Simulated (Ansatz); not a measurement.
# Sc (model cell, started as body-centred cubic): from the cell to its phonons, part 2 of 2

Task: relax Sc (model cell, started as body-centred cubic), then find its harmonic phonons.

Ansatz 0.2.0; DFT LDA, scalar-relativistic, plane waves, PAW; PAW set soft_1.

So far. Step 3 (Tight relaxation): The forces vanish by symmetry and the pressure is 0.000 GPa, within the tolerances set. The cell now holds 22.67 Å³/atom. The relaxed cell has a = 3.566 Å (conventional setting).

This is not the structure that Sc takes at ambient pressure and room temperature (hexagonal, No. 194); it is a model or a phase of other conditions.

## 4. Phonons on a q mesh

Stability and thermal properties need the whole zone. Linear response on a 4×4×4 q mesh gives force constants as far as a supercell of that size would.

input.yaml

```yaml
crystal:
  lattice:
    - [-1.7829656149, 1.7829656149, 1.7829656149]
    - [1.7829656149, -1.7829656149, 1.7829656149]
    - [1.7829656149, 1.7829656149, -1.7829656149]
  atoms:
    - { symbol: Sc, position: [0.0, 0.0, 0.0] }
kpoints:
  mp_grid: { grid: [16, 16, 16] }
hamiltonian:
  xc: lda
  pseudopotentials: { kind: paw, azcp: { folder: soft_1 }, xc_functional: pbe }
scf:
  occupations: { method: methfessel_paxton, width: 0.2 }
output:
  eigenvalues: true
phonons:
  method: dfpt
  qmesh: [4, 4, 4]
  temperatures: { t_max: 1000, t_step: 50 }
  qpath:
    path:
      - [[0.0, 0.0, 0.0], [0.5, -0.5, 0.5], [0.0, 0.0, 0.5], [0.0, 0.0, 0.0], [0.25, 0.25, 0.25], [0.5, -0.5, 0.5]]
      - [[0.25, 0.25, 0.25], [0.0, 0.0, 0.5]]
    npoints: 10
```

Launch:

```sh
> ansatz run input.yaml --threads 4 --pin off --max-ram 16384MiB --backend cpu --events-out ev --progress --plain --runs-dir out
```

Numbers of over 12 decimals in the logs are rounded to 6 here.

Output:

```text
[...]
Crystal: 1 atoms, lattice volume = 22.672 Å³
Basis set: ecut = 420 eV, 429 PW (Γ), exchange–correlation on 48×48×48 points (8 copies of the dense FFT grid, shifted against one another)
Bands: 10, of which v1, the nominal top of the filled ones, is band 6 counted from 1 (5 counted from 0)
Symmetry: 48 space group operations
k-points: 145 of 4096
[...]
SCF iter   1: F=—  HF=-2088.961437 eV  |F-HF|=—  |Δ(HF+E_count)|=         —  Δρ=2.68e-2  dr2=1.94e-1  ethr=3.10e-3  ⟨swp⟩=4.1  Hψ=6958  notcnv=0
[...]
SCF iter   8: F=-2088.893296 eV  HF=-2088.893296 eV  |F-HF|=4.55e-13  |Δ(HF+E_count)|=  1.38e-10  S|Δr|=    0.00e0  Δρ=4.57e-8  dr2=2.72e-13  ethr=1.00e-12  ⟨swp⟩=3.4  Hψ=6046  notcnv=0
SCF 1 converged in 8 iterations: F = -2088.893296 eV  dr2 = 2.72e-13
[...]
NSCF: frozen V_eff on 145 k-points
[...]
DFPT response loops at q = (0, 0, 0) (fractional): preconditioner auto → Kerker (q_TF=auto, 2.418 Å⁻¹) (partly filled bands, converged f_vac=0.000); β = 1.00, the filter's whole step (`scf.mixing.beta` (0.50) is not read by the response loops under this deck's `scf.mixing.preconditioner`; to damp them name `kerker` or `kerker_dos`, under which they read `scf.mixing.beta`, and type it under 1.00, their step now; both keys bind the ground state too); Broyden in place of MSR1
[...]
SCF converged after 8 iterations
[...]
Free energy (F): -2088.893296 eV
[...]
Internal energy: -2088.891240 eV  (E = F + TS)
E sigma→0 (E₀):  -2088.892782 eV
Entropy (-TS):   -0.002055 eV (-2.055 meV/atom)
Fermi energy:    9.946245 eV
[...]
--- Band table (eV; the first three rows and the last of 145) ---
[...]
--- Phonons (Γ-DFPT): 1 representative perturbation + reference (Σ response iterations 3) ---
  ASR residual: 1.295e-5 → 0.000e0 eV/Å²; symmetrization residual: 7.579e-13 eV/Å²
  ASR residual per site (eV/Å²): 1.29e-5
  Γ frequencies (cm⁻¹): 0.00 0.00 0.00
--- Phonons (arbitrary-q DFPT): 8 irreducible q on the 4×4×4 mesh ---
  q = [0.0000, 0.0000, 0.0000] (star 1, of the zone-centre solve; hermiticity 6.61e-9, symmetrization 5.85e-8): -0.00 0.00 0.00
  q = [0.0000, 0.0000, 0.2500] (star 12, 2 solved perturbations in 3336 linear systems a pass and spin channel, the states on 2176 of 4096 k-point pairs; hermiticity 3.67e-13, symmetrization 1.41e-12): -64.81 83.48 140.62
[...]
q = [0.2500, 0.2500, 0.2500] (star 2, 1 solved perturbation on 589 of 4096 k-point pairs; hermiticity 6.76e-14, symmetrization 1.00e-12): 157.55 157.55 157.55
[...]
sum rule: each row above includes the acoustic sum rule's correction from the zone centre's row sums; it moved no ω² by more than (0.28 cm⁻¹)²
  mesh force constants: q→R imaginary residual 0.00e0; ASR residual 1.295e-5 → 0.000e0 eV/Å²; symmetrization residual 2.220e-15 eV/Å²
  interpolated dispersion: 62 rows × 3 modes
  density of states and harmonic sums: on the 24×24×24 q-mesh, interpolated from the force constants of a 4×4×4 supercell (no non-analytic term)
  largest difference from the sums on the solved wave vectors: F 2.78e-3 eV, S 7.51e-6 and C_V 3.29e-6 eV/K
  zero-point energy: 0.020688 eV/cell   skipped modes (ω ≤ 0): 282, of them read as no rigid motion or as one in doubt: 279 (7.412e-1 modes/cell left out, lowest -105.94 cm⁻¹)   left out of the sums: 2.47e-1 of the cell's modes: C_V's classical limit lies that fraction below 3 k_B per atom; for a crystal, a wire or a layer, F and S can be off by more, and a phonons.interpolated_qmesh denser along its periods is the remedy for the sampling
```

The job ended after 77 s (4 threads of Intel Xeon Platinum 8375C at 2.90GHz (Ice Lake), shared host; peak memory 2.3 GiB; 4.7 min of CPU time).

Reading the cycles: dr2 is the Hartree energy of the density residual (eV), the measure of convergence; HF is the Harris–Foulkes estimate of the energy, which meets the free energy F at convergence.

Numbers from this step:

* sum-rule residual before enforcement: 1.29e-5 eV/Å²
* lowest frequency on the path: -105.9 cm⁻¹
* highest frequency on the path or at a solved wavevector: 222.4 cm⁻¹
* lowest mode on the q mesh (acoustic modes at Γ apart): -105.9 cm⁻¹

Frequencies (cm⁻¹) solved at each irreducible wavevector; negative means imaginary. Frequencies by wavevector, by row:

```
q in reciprocal lattice units  star  mode 1  mode 2  mode 3
                        0 0 0     1       0       0       0
                     0 0 0.25    12   -64.8    83.5   140.6
                     0 0 -0.5     6  -105.9   128.5   192.7
                  0 0.25 0.25    24   -85.9   145.8   189.8
               0.25 0.25 0.25     2   157.6   157.6   157.6
              0.25 0.25 -0.25     6    65.7   122.4   122.4
               0.25 -0.5 -0.5    12    92.4   173.4   210.1
               -0.5 -0.5 -0.5     1   222.4   222.4   222.4
```

Interpolated from a 4×4×4 q mesh. Phonon branches along the path, in cm⁻¹:

```
    point  branch 1  branch 2  branch 3
        Γ         0         0         0
  halfway        66       122       122
        H       222       222       222
  halfway        92       173       210
        N      -106       128       193
  halfway       -65        84       141
        Γ         0         0         0
  halfway        45        45       174
        P       158       158       158
  halfway       -61       195       195
        H       222       222       222
jump to P       158       158       158
  halfway       -47       154       191
        N      -106       128       193
```

The phonon branches as a text plot (rows in cm⁻¹):

```
    216 |          *******                             ****
    202 |         *   **  **                 *        *
    188 |         *     *   ****            * **   ***  *   *****
    175 |        *     * *      *          *     **        *
    161 |        *        *                     *          ***
    147 |       *                *        *            *      *
    133 |               *  ***                 *           *   **
    120 |     **              **  *      *    *  *
    106 |       *               *
     92 |    *           *         *         *              *
     79 |                        *      *             *
     65 |  ** **                  * *       *     *
     51 |  * *                     *       *                 *
     38 | *                         ** *  *
     24 | *                          *  **
     10 |                              *
     -3 |*                           **
    -17 |                 *         *
    -31 |                          *
    -44 |                         *
    -58 |                        *                   *
    -72 |                                          *          *
    -85 |                       *                   *
    -99 |                  *****                               **
         Γ           H       N        Γ         P        H|P    N
```

Tetrahedra on a 24×24×24 mesh, mean over bins of 5 cm-1. Interpolated from a 4×4×4 q mesh. Phonon density of states against wavenumber; read off at these points:

```
wavenumber (cm⁻¹)  phonon density of states (1/cm⁻¹/cell)
             -108                                  1.3e-4
              -98                                 0.00915
              -88                                  0.0194
              -82                                  0.0150
              -72                                  0.0105
              -62                                 0.00762
              -52                                 0.00593
              -38                                 0.00387
              -28                                 0.00303
              -18                                 0.00264
               -8                                 0.00233
                8                                 0.00189
               18                                  0.0019
               28                                 0.00198
               42                                 0.00291
               52                                 0.00366
               62                                  0.0042
               72                                 0.00518
               88                                 0.00663
               98                                 0.00759
              108                                 0.00881
              122                                  0.0118
              132                                  0.0155
              142                                  0.0155
              152                                  0.0163
              168                                  0.0154
              178                                  0.0169
              188                                  0.0281
              192                                  0.0543
              198                                  0.0186
              212                                 0.00636
              222                                  8.5e-4
```

Second derivatives of the energy by pair, one row for each kind of neighbour of each atom listed. Each entry sums the pair over the periodic images of the supercell that the q mesh stands for, and in a polar crystal it holds the long-range dipole part too. Force constants by pair, by row:

```
atom  neighbour  distance (Å)  third of the trace (eV/Å²)  along the pair's line (eV/Å²)
 Sc1     itself             0                       2.772                              –
 Sc1         Sc         3.088                     -0.4388                         -1.621
 Sc1         Sc         3.566                      0.0043                         0.2498
 Sc1         Sc         5.043                      0.1239                         0.2403
 Sc1         Sc         5.913                     -0.0241                        -0.0724
 Sc1         Sc         6.176                      0.0417                         0.0983
 Sc1         Sc         7.132                     -0.0543                        -0.2691
```

Symmetry leaves 8 wavevectors to solve. The lowest mode among them, the acoustic zeros apart, lies at q = (0, 0, -0.5) and is imaginary, 105.9i cm⁻¹, so the energy falls along it.

## 5. Outcome

| Quantity | Value |
| --- | --- |
| space group after relaxation (within 0.01 Å) | Im-3m |
| volume per atom | 22.7 Å³ |
| electronic character | no gap on this mesh |
| lowest mode on the q mesh (acoustic modes at Γ apart) | -106 cm⁻¹ |
| highest frequency on the path or at a solved wavevector | 222 cm⁻¹ |
| imaginary modes on the 4×4×4 q mesh | yes |

What this shows: Modes are clearly imaginary (beyond 10i cm⁻¹) at 3 of the 8 irreducible wavevectors, most at q = (0, 0, -0.5) (105.9i cm⁻¹), so this structure is not a minimum of the energy. With no gap, or one that is small against the smearing, the frequencies hang on the k mesh and the smearing, most of all near Kohn anomalies. The PAW files were made for PBE and serve the other functionals too. The starting cell was built on a prototype and not taken from a measurement, so the phase need not exist. These are harmonic frequencies at zero temperature: anharmonic shifts, linewidths and thermal expansion are left out.

[Logs are printed without paths, hosts, clocks, repeated set-up lines and the standing remarks that a program may print on its own settings, such as how far it seeks lower states.]

[Hosts, paths, dates, database ids (printed as entryN), source tags and the programs' standing remarks are cut or masked in the printed files.]
